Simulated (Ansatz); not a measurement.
# Gap against volume in wurtzite SiC, size series (144 atoms)

The cell holds 144 atoms: 72 Si and 72 C. Cell: a = 9.267 Å, b = 9.267 Å, c = 20.070 Å, α = 90.0°, β = 90.0°, γ = 120.0°. It derives from SiC (wurtzite), repeated 3×3×4. The starting structure: Wurtzite SiC (a = 3.076 Å, c = 5.048 Å), 3 x 3 x 4 conventional cells; ideal positions.

Calculated with Ansatz 0.2.0: Kohn-Sham DFT, r2SCAN, PAW (set soft_1), plane waves; cutoff 500 eV, Γ point, fixed occupations. The relaxed cell was scaled evenly and the atoms were relaxed at each volume. The gap is that between the highest filled and the lowest empty Kohn-Sham level on the run's k-points.

```
volume (Å³/atom)  gap (eV)
          9.3284               2.470
          9.7430               2.546
          10.054                   ?
          10.365               2.646
          10.676               2.691
          10.987               2.732
```

Task: Fit a straight line in ln V to the rows given and interpolate to the withheld row.

**Working.**

A volume deformation potential makes the spacing linear in u = ln(V/V0), with V0 = 10.365 Å³ the relaxed volume; v is the spacing.

| u = ln(V/V0) | v (eV) |
| --- | --- |
| -0.105361 | 2.4699 |
| -0.0618757 | 2.546 |
| 0 | 2.6457 |
| 0.0295587 | 2.6906 |
| 0.0582692 | 2.7324 |

With n = 5: mean u = -0.0158817, mean v = 2.61692, Σ(u − ū)² = 0.017937, Σ(u − ū)(v − v̄) = 0.028785. Slope b = 0.028785 / 0.017937 = 1.6048; intercept a = v̄ − b ū = 2.6424.

At the withheld volume u = -0.03046, and v = a + b u.

Prediction at 10.054: 2.594 eV. The run gave 2.598 eV, so the fit is low by 0.0041 eV (0.16 % of the value).

The slope, +1.60 eV, says that the spacing widens on expansion. Among the rows given, the largest miss of the fit is at 10.987, by 0.0035 eV (1.3 % of the range of the table).

Limits: The table spans 16 % in volume, wide for a linear law. Semilocal functionals tend to put gaps under measured ones. Only the Γ point is sampled. The mesh needn't hold the band edges.

[Logs are printed without paths, hosts, clocks, repeated set-up lines and the standing remarks that a program may print on its own settings, such as how far it seeks lower states.]

[Hosts, paths, dates, database ids (printed as entryN), source tags and the programs' standing remarks are cut or masked in the printed files.]
